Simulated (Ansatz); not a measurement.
# Localised basis functions on (11,0) carbon nanotube bundle (176 atoms), part 2 of 2

Wanted: errors and times of a linear-scaling basis for (11,0) carbon nanotube bundle (176 atoms). A setting counts as converged where the r.m.s. difference of forces stays under 1 % of the r.m.s. force.

Ansatz 0.2.0; Kohn-Sham DFT, PBE+D3(BJ), PAW (set soft_2), plane waves.

The cell: 176 C. Only the Γ point is sampled, in a cell whose shortest periodic width is 10 Å.

So far. Step 4 (Support functions medium): Forces differ from the reference by 0.93 meV/Å r.m.s., 0.061 % of their size, well within a tolerance of 1 %; the energy by -3.6 meV/atom. It took roughly 4.6 times the reference's time (one timing each, with unlike analyses asked), in 15 cycles against 11. Step 5 (Support functions medium, spacing 0.411 Å): Forces differ from the reference by 279 meV/Å r.m.s., 18 % of their size, far over a tolerance of 1 %; the energy by +22 meV/atom and the gap by +0.011 eV.

### 6. Support functions medium, spacing 0.343 Å

Level of this step: Kohn-Sham DFT, PBE+D3(BJ), PAW (set soft_2), localised support functions (medium) (Ansatz).

The grid spacing sets how fine a wave the support functions can hold.

input.yaml reads:

```yaml
crystal:
  lattice:
    - [11.91347, 0.0, 0.0]
    - [-5.95673, 10.31736, 0.0]
    - [0.0, 0.0, 17.04338]
  atoms:
    [... the 176 atom lines of step 2 ...]
kpoints:
  mp_grid: { grid: [1, 1, 1] }
hamiltonian:
  xc: pbe
  dispersion: d3bj
scf:
  occupations: { method: fermi_dirac, width: 0.05 }
  eigensolver: { kind: { support_functions: { accuracy: medium, spacing: 0.343 } } }
  mixing: { beta: 0.4 }
  max_iter: 150
output:
  forces: true
  eigenvalues: true
```

Run with:

```sh
> ansatz run input.yaml --threads 4 --pin off --max-ram 8192MiB --backend cpu --events-out ev --progress --plain --runs-dir out
```

What it wrote:

```text
[...]
Crystal: 176 atoms, lattice volume = 2094.897 Å³
Basis set: ecut = 420 eV, 41001 PW (Γ), exchange–correlation on 160×160×240 points (8 copies of the dense FFT grid, shifted against one another)
Bands: 423, of which v1, the nominal top of the filled ones, is band 352 counted from 1 (351 counted from 0)
Symmetry: 1 space group operations
k-points: 1
[...]
SCF iter   1: F=—  HF=-44182.633581 eV  |F-HF|=—  |Δ(HF+E_count)|=         —  Δρ=9.37e-2  dr2=1.78e2  ethr=1.00e-1
[...]
SCF iter  15: F=-44149.535106 eV  HF=-44149.535086 eV  |F-HF|=2.00e-5  |Δ(HF+E_count)|=   1.79e-6  Δρ=7.45e-6  dr2=1.59e-6  ethr=6.89e-10
SCF 1 converged in 15 iterations: F = -44149.550357 eV  dr2 = 1.59e-6
[...]
SCF converged after 15 iterations
[...]
Free energy (F): -44149.550357 eV
[...]
Internal energy: -44149.540746 eV  (E = F + TS)
E sigma→0 (E₀):  -44149.545551 eV
Entropy (-TS):   -0.009612 eV (-0.055 meV/atom)
Fermi energy:    4.233221 eV
[...]
--- Forces (eV/Å), atoms counted from 1 ---
  atom   1  C      0.12466591     0.74484505     2.35012398
  atom   2  C      1.14537791    -0.45728623    -0.60382487
  atom   3  C      1.23336481     1.79670248     3.61234881
  atom   4  C     -0.49534976     2.19537433     1.35315242
  atom   5  C     -1.47068411    -0.94244643    -1.89032605
  atom   6  C      0.17643434    -0.85385285     1.78973422
  atom   7  C      2.26234284    -1.18794881     0.56983100
  atom   8  C      0.93713117     0.42007316    -1.03015619
  atom   9  C     -1.03248850     2.85042683     0.18006641
  atom  10  C     -0.96686456    -1.56076822    -0.69718538
  atom  11  C      1.03477209     0.07717416    -1.43034994
  atom  12  C     -0.06267913     0.72371765    -3.10074612
  atom  13  C     -2.18578031    -0.33435956     1.68608728
  atom  14  C      1.34124574     1.32008480     1.37495042
[...]
atom 175  C     -1.55346405     2.03200079     0.64668590
  atom 176  C     -0.29898801    -2.64274161    -0.61342725
  max |Σ_I F_I| component: 5.10e-2 eV/Å
--- Band table (eV) ---
[...]
```

The job ended after 61 s (4 threads of Intel Xeon 6975P-C (Granite Rapids), shared host; peak memory 3.3 GiB).

Forces differ from the reference by 36 meV/Å r.m.s., 2.4 % of their size, over a tolerance of 1 %; the energy by +5.8 meV/atom. It took roughly 2.5 times the reference's time (one timing each, with unlike analyses asked), in 15 cycles against 11. The setting is coarser than the default on purpose.

### 7. With basis.ecutwfc = "200 eV" and scf.n_extra_bands = 4

Changed here: basis.ecutwfc = "200 eV" and scf.n_extra_bands = 4.

This step: Kohn-Sham DFT, PBE+D3(BJ), PAW (set soft_2), plane waves (Ansatz 0.2.0).

input.yaml, the sections that differ from step 6:

```yaml
scf:
  occupations: { method: fermi_dirac, width: 0.05 }
  n_extra_bands: 4
output:
  forces: true
  stress: true
  populations: intrinsic
  dos:
    method: { smearing: { sigma: 0.08 } }
    de: 0.1
    projected: { site_lists: { C: [C] } }
  eigenvalues: true
basis:
  ecutwfc: "200 eV"
# crystal, kpoints, hamiltonian: as in step 6
```

What it wrote:

```text
Warning: basis.ecutwfc = 200 eV is below the records' recommended 420 eV, and the density's cutoff is lower with it unless basis.ecutrho_ratio is high enough to keep the records' density cutoff: compare with a run at a higher cutoff
[...]
Crystal: 176 atoms, lattice volume = 2094.897 Å³
Basis set: ecut = 200 eV, 13425 PW (Γ), exchange–correlation on 120×120×160 points (8 copies of the dense FFT grid, shifted against one another)
Bands: 356, of which v1, the nominal top of the filled ones, is band 352 counted from 1 (351 counted from 0)
Symmetry: 1 space group operations
[...]
k-points: 1
[...]
SCF iter   1: F=—  HF=-43844.588496 eV  |F-HF|=—  |Δ(HF+E_count)|=         —  Δρ=5.34e-2  dr2=2.06e1  ethr=1.77e-3  ⟨swp⟩=5.0  Hψ=1665  notcnv=0
[...]
SCF iter  11: F=-43839.745430 eV  HF=-43839.745430 eV  |F-HF|=5.75e-10  |Δ(HF+E_count)|=   2.46e-8  Δρ=6.70e-7  dr2=1.89e-8  ethr=1.42e-11  ⟨swp⟩=4.0  Hψ=1065  notcnv=0
SCF 1 converged in 11 iterations: F = -43839.745430 eV  dr2 = 1.89e-8
[...]
SCF converged after 11 iterations
Free energy (F): -43839.745430 eV
[...]
Internal energy: -43839.736861 eV  (E = F + TS)
E sigma→0 (E₀):  -43839.741145 eV
Entropy (-TS):   -0.008569 eV (-0.049 meV/atom)
Fermi energy:    4.491673 eV
[...]
--- Forces (eV/Å), atoms counted from 1 ---
  atom   1  C      0.45197340     0.67561739     2.15493541
  atom   2  C      1.20387481    -0.17548156    -0.70979013
  atom   3  C      1.23396312     1.52794677     3.26580118
  atom   4  C     -0.14465925     1.87163877     1.01044505
  atom   5  C     -0.99259435    -0.82139793    -1.49097729
  atom   6  C      0.29746257    -0.62086963     1.51043650
  atom   7  C      2.22090424    -0.84087393     0.54359145
  atom   8  C      1.14241406     0.61823274    -0.97037352
  atom   9  C     -0.68413539     2.48740638     0.21245950
  atom  10  C     -0.55732191    -1.19166505    -0.74456922
  atom  11  C      0.89374128     0.38454452    -1.14639133
  atom  12  C     -0.15860087     0.89778595    -2.64039826
  atom  13  C     -1.67298353     0.04248192     1.59629269
  atom  14  C      1.15771942     1.38495059     0.91893494
[...]
atom 175  C     -0.91798705     1.45035684     0.71771572
  atom 176  C      0.00474930    -2.29339820    -0.68465501
  max |Σ_I F_I| component: 2.78e-5 eV/Å
--- Stress (GPa, compression-positive) ---
       12.370316      -0.240057       0.227649
       -0.240057      12.091516       0.151055
        0.227649       0.151055      18.727234
  P = ⅓ Tr σ = 14.3964 GPa (143.964 kbar)
--- Band table (eV) ---
[...]
--- intrinsic populations: 176 sites ---
  site symbol       q [e]
     0      C      4.0064
     1      C      3.9986
     2      C      4.0043
[...]
175      C      3.9931
  spilling = 0.000000 (of n_electrons = 704.000000)
```

Wall time 7.1 s (4 threads); peak memory 1.3 GiB.

The program notes that the cutoff lies under the one recommended for these potentials.

Forces differ from the reference by 288 meV/Å r.m.s., 19 % of their size, far over a tolerance of 1 %; the energy by +1766 meV/atom, the pressure by +9.6 GPa and the gap by +0.021 eV.

### 8. Cost against change

Differences are against the plane-wave reference (Kohn-Sham DFT, PBE+D3(BJ), PAW (set soft_2), plane waves), whose r.m.s. force component is 1.52 eV/Å. Energies are set beside the reference only for runs with its functional, potentials and electron count. Times are for 4 threads of Intel Xeon 6975P-C (Granite Rapids), shared host. The reference's time includes the DOS, the stress and grids, which some other runs skip.

```csv
run,"Δ force, r.m.s. (meV/Å)",share of r.m.s. force (%),Δ energy (meV/atom),Δ pressure (GPa),Δ gap (eV),cycles,time,host memory (GiB)
reference,-,-,-,-,-,11,24 s,3.1
support functions low,0.955,0.063,-3.63,-,-1.0e-4,13,1.7 min,5.0
support functions medium,0.932,0.0615,-3.63,-,-1.0e-4,15,1.9 min,5.1
"support functions medium, spacing 0.411 Å",279,18.4,21.9,-,0.0107,15,56 s,3.0
"support functions medium, spacing 0.343 Å",35.8,2.36,5.80,-,0.0021,15,61 s,3.3
basis.ecutwfc = "200 eV" and scf.n_extra_bands = 4,288,19.0,1766,9.62,0.0208,11,7.1 s,1.3
```

### 9. What the reference run shows

The comparisons rest on this run, so its electronic structure is set out here.

Length of the force by element and coordination:

```csv
element,coordination,atoms,mean length of the force (eV/Å),spread,least,most
C,all,176,2.42,1.01,0.243,5.48
```

The mean of these charges, 0.040 e, is only the charge that the projection spills.

Löwdin charges by element and coordination (they lack the spilled electrons, 0.040 e an atom on average):

```csv
element,coordination,atoms,mean charge (e),spread,least,most
C,all,176,0.0399,0.0081,0.0164,0.0596
```

Density of states as counts of states in windows of 1 eV (from the Fermi level), total and the larger projections:

```csv
from (eV),to (eV),total,C p,C s
-14,-13,15.8,9.6,6.0
-13,-12,36.4,23.8,12.1
-12,-11,21.8,14.8,6.8
-11,-10,35.9,26.8,8.8
-10,-9,30.5,24.6,5.7
-9,-8,41.6,36.2,4.9
-8,-7,59.8,54.0,4.9
-7,-6,77.0,73.2,3.1
-6,-5,49.9,47.9,1.6
-5,-4,57.5,55.9,1.4
-4,-3,49.1,48.3,0.6
-3,-2,34.3,33.9,0.3
-2,-1,21.6,21.4,0.2
-1,0,7.2,7.1,0.1
0,1,12.3,11.8,0.3
1,2,28.1,26.7,0.4
2,3,35.5,31.6,1.0
3,4,23.6,18.3,0.4
4,5,28.1,18.2,0.8
```

Between -21 and -14 eV lie 165 more states.

The levels nearest the highest filled one (over half full), pooled over k-points and spins:

```csv
level less the highest filled one (eV),occupation
-1.28,2
-1.04,2
-0.759,2
-0.366,2
-0.0701,2.00
0,1.99
0.502,0.014
0.61,0.002
0.740,0
0.845,0
1.02,0
1.12,0
```

Electrostatic potential energy in the ca plane at fractional y = 0.394, with atoms of C within 0.2 Å of it. With pseudopotentials it is smooth inside the atoms' cores, unlike the true potential.

Values in eV, 13 rows by 16 columns, each cell a mean:
```
 -3   4   6   0   2   5   4  -6  -4   3   5  -3  -3   2   4  -5
  8   8   8   8   8   8   8   8   7   7   7   8   7   7   7   7
  8   8   8   8   8   8   8   8   8   8   8   8   8   8   8   8
  8   8   8   8   8   8   8   8   8   8   8   8   8   8   8   8
  8   8   8   8   8   8   8   8   8   8   8   8   8   8   8   8
  8   8   8   8   8   8   8   8   8   8   8   8   8   8   8   8
  6   7   6   4   6   7   7   6   7   7   7   6   7   7   7   6
-11   0   1 -26 -19  -2   3  -9  -7   1   4  -9  -3   3   3 -16
 -5 -32 -29 -11  -8 -33 -30  -9  -4 -34 -28 -11  -4 -28 -27 -13
-15 -27 -20 -18 -13 -22 -20 -20 -13 -21 -20 -19 -13 -25 -20 -22
-29 -15  -5 -27 -25 -10  -6 -36 -30  -9  -7 -35 -32 -12  -5 -35
 -4 -43 -40  -8  -4 -43 -36 -10  -4 -43 -39 -10  -1 -44 -36 -15
-17  -7  -3 -19 -14  -6  -6 -25 -16  -9  -3 -20 -19 -12  -5 -23
```
Columns run along c (17.0 Å; values clipped at the 3rd and 97th percentile), rows up along a (11.9 Å). Atoms in or near the plane, at fractional coordinates: C at (0.09, 0.31), C at (0.04, 0.22), C at (0.17, 0.31), C at (0.08, 0.11), C at (0.16, 0.11), C at (0.33, 0.31), C at (0.41, 0.31), C at (0.33, 0.11), C at (0.46, 0.21), C at (0.42, 0.11), C at (0.58, 0.32), C at (0.67, 0.31), C at (0.58, 0.10), C at (0.71, 0.21) and more.

Valence density in the ca plane at fractional y = 0.394, with atoms of C within 0.2 Å of it. It is the smooth field of the valence electrons, not physical close to the nuclei.

Ten even steps from '0' (0.0 e/Å³) to '9' (2.0 e/Å³), each cell a mean:
```
33321001232222100013433442100133333431001343
01110000000000000001111111000011101111001111
00000000000000000000000000000000000000000000
00000000000000000000000000000000000000000000
00000000000000000000000000000000000000000000
00000000000000000000000000000000000000000000
00000000000000000000000000000000000000000000
00000000000000000000000000000000000000000000
00000000000000000000000000000000000000000000
00000000000000000000000000000000000000000000
00000000000000000000000000000000000000000000
00000000000000000000000000000000000000000000
01100001221111100001110010000001000000000111
33320002555444210013322232000123222210001343
45652114765467521135533465211255433431113665
23686557842248965578411379655775213675457952
12699999841126998998310269989984112698889841
24896557863247854479632477545796324896447963
78973113777778521148988885211488778962114898
57973124775568631248876786212598667863114886
13798678741137875678521378766995213697667952
12699999731127987888410269988873102599999941
24774336753347743479632477533575324785346963
56641012565455310137755664201256556752113676
```
Columns run along c (17.0 Å), rows up along a (11.9 Å). Atoms in or near the plane, at fractional coordinates: C at (0.09, 0.31), C at (0.04, 0.22), C at (0.17, 0.31), C at (0.08, 0.11), C at (0.16, 0.11), C at (0.33, 0.31), C at (0.41, 0.31), C at (0.33, 0.11), C at (0.46, 0.21), C at (0.42, 0.11), C at (0.58, 0.32), C at (0.67, 0.31), C at (0.58, 0.10), C at (0.71, 0.21) and more.

Löwdin charges run from +0.02 to +0.06 e, about a mean that is the spilled charge alone. The largest share in the top eV of filled states is C p (99 % of the projected weight), and in the lowest eV of empty states C p (98 % of the projected weight).

### 10. Structure statistics

Bonds and neighbours are counted at the geometry of the runs.

Density 1.68 g/cm³, 11.90 Å³ an atom.

Pair distribution function in bins of 0.1 Å:

```csv
r (Å),total
1.25,0.00
1.35,4.80
1.45,9.00
1.55,0.32
1.65,0.00
1.75,0.00
1.85,0.00
1.95,0.00
2.05,0.00
2.15,0.00
2.25,0.02
2.35,1.90
2.45,6.19
2.55,1.38
2.65,0.10
2.75,1.31
2.85,1.94
2.95,0.23
3.05,0.02
3.15,0.03
3.25,0.07
3.35,0.07
3.45,0.18
3.55,0.71
3.65,1.59
3.75,2.21
3.85,0.68
3.95,0.38
4.05,0.74
4.15,1.71
4.25,1.61
4.35,0.77
4.45,0.62
4.55,0.78
4.65,0.80
4.75,0.85
4.85,1.47
4.95,1.52
5.05,1.33
5.15,0.98
5.25,0.65
5.35,0.61
5.45,0.94
5.55,0.88
```

Bonds by pair of elements; cutoffs follow the first minimum of g(r), held within bounds set by covalent radii, and pairs that aren't listed don't count as bonded:

```csv
pair A-B,cutoff (Å),bonds,mean length (Å),spread (Å),shortest (Å),B about A,A about B
C-C,1.85,264,1.42,0.036,1.33,3,3
```

How many atoms have how many bonded neighbours:

```csv
element,mean,3
C,3,176
```

Rings of the network by King's shortest-path rule, up to 12 atoms, one path for each pair of neighbours; H, halogens, alkali and alkaline-earth atoms are left out:

```csv
ring size (atoms),rings,per network atom
6,88,0.5
```

The first peak of g(r) lies near 1.42 Å. By these cutoffs all C atoms have 3 bonded neighbours. All rings counted have 6 atoms.

Local excerpt of 10 atoms (numbers count through the whole input) about C30, which bears the longest force; x, y, z are measured from there.

```csv
atom,x,y,z,distance (Å),bonds,Löwdin charge (e),Fx,Fy,Fz (eV/Å)
C30,0.00,0.00,0.00,0.00,3,0.06,-1.93,1.40,-4.94
C33,0.71,-0.93,0.64,1.33,3,0.04,2.39,-2.89,1.71
C29,-0.46,1.15,0.61,1.38,3,0.02,1.93,1.89,2.15
C27,0.04,-0.01,-1.47,1.47,3,0.04,-0.61,1.93,0.36
C34,1.70,-1.61,-0.06,2.35,3,0.04,2.89,-1.45,-1.24
C68,-0.17,1.20,2.05,2.38,3,0.05,-1.50,-0.22,-1.99
C72,0.85,-1.01,2.03,2.42,3,0.05,-1.02,1.26,1.55
C26,-0.29,2.40,-0.09,2.42,3,0.03,0.31,0.65,0.41
C28,0.83,-0.92,-2.20,2.53,3,0.05,-1.36,-0.53,-1.36
C24,-0.32,1.21,-2.20,2.53,3,0.03,0.51,-0.28,0.31
```

### 11. Summary of results

```
free energy per atom                             : -250.8555 eV/atom
density                                          : 1.676 g/cm³
pressure                                         : 4.774 GPa
r.m.s. force component                           : 1.516 eV/Å
gap (highest filled to lowest empty level) : 0.502 eV
wall time of the 6 DFT runs                      : 6.1 min
```

In words: Against plane waves at 420 eV, the forces differ by 0.93 meV/Å (0.061 %) with support functions medium. At 176 atoms the fastest of the runs at a preset level, support functions low, takes roughly 4.2 times the time of plane waves (whose run also made extra analyses), in 13 SCF cycles against 11. Differences between support functions and plane waves include what basis error the plane-wave run still has.

The highest filled and lowest empty levels differ by 0.502 eV at Γ alone; the mesh holds the band edges only if they fold onto it, so the gap at this level can be narrower or closed, while semilocal functionals tend to narrow gaps against experiment. Counting bonds as in the table, all C atoms have 3 bonded neighbours.

Caveats: The geometry is a frame of classical dynamics and isn't relaxed at this level: its force components are 1.5 eV/Å r.m.s. The pressure of 4.8 GPa belongs to unrelaxed atoms and would change as they relax.

[Long decimals in the printed logs are rounded to 6 places.]

[Logs are printed without paths, hosts, clocks, repeated set-up lines and the standing remarks that a program may print on its own settings, such as how far it seeks lower states.]

[Hosts, paths, dates, database ids (printed as entryN), source tags and the programs' standing remarks are cut or masked in the printed files.]
